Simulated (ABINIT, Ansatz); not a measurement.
# Calculated records

```
! title: NaHF2 (R-3m): one start, several treatments of the self-energy
! method: RPA screening on PBEsol, plane waves, norm-conserving pseudopotentials (and 3 further levels or steps)
! program: ABINIT 10.8.3
! settings: cutoff 38 Ha, PseudoDojo scalar-relativistic 0.4.1 standard, norm-conserving, ngkpt (4, 4, 4), nband 43, ecuteps 4.2 Ha, gwcalctyp 2, nfreqre 16, nfreqim 8, inclvkb 2, freqremax 40 eV, spmeth 1, nomegasf 120, shiftk (0, 0, 0), symchi 1, awtr 1, frequency cd, 4×4×4 k-mesh
! cost: 8 runs, 2.1 min in all on 4 MPI ranks of Intel Xeon 6975P-C (Granite Rapids), shared host
! notes: The program’s warnings: Min real frequency set to default [Ha] = and nkpt*nsppol () is not a multiple of nproc spkpt (). The cell and positions come from the Crystallography Open Database and are kept as given unless a step says otherwise.
! G0W0, Godby-Needs plasmon pole: 11.470 eV
! G0W0, von der Linden-Horsch plasmon pole: 11.609 eV
! G0W0, Engel-Farid plasmon pole: 11.457 eV
! one-shot Hartree-Fock: 18.319 eV
! G0W0, contour deformation: 11.444 eV
! known limits: short of the basis limit
CELL_PARAMETERS angstrom
1.73700 1.00286 4.58333
-1.73700 1.00286 4.58333
0.00000 -2.00571 4.58333
ATOMIC_POSITIONS crystal
Na 0.00000 0.00000 0.00000
H 0.50000 0.50000 0.50000
F 0.41760 0.41760 0.41760
F 0.58240 0.58240 0.58240
```

[Long decimals in the printed logs are rounded to 6 places.]

[Logs are printed without paths, hosts, clocks, repeated set-up lines and the standing remarks that a program may print on its own settings, such as how far it seeks lower states.]

[Paths, hosts, dates, memory and timing lines, banners, echoed tables and standing remarks are left out of the program output; an Ansatz launch command may be rebuilt from the run's recorded settings. Measured values are a selection of at most five: reports struck by readers or far from the other reports are left out. None is set beside runs whose start may be inverted or whose files or cutoffs have a known fault.]

[Runs of the session that timed out or met a known fault of the program may be left out.]

[Hosts, paths, dates, database ids (printed as entryN), source tags and the programs' standing remarks are cut or masked in the printed files.]

[G0W0 gaps are taken among the corrected bands and points alone; a level outside them can change the order at an edge.]

[Where Ansatz stands beside ABINIT at settings called matched, ABINIT's density can come from a denser mesh and the files from another edition; pairs whose starting gaps differed by over 0.03 eV were left out, so agreement reads better than it is.]
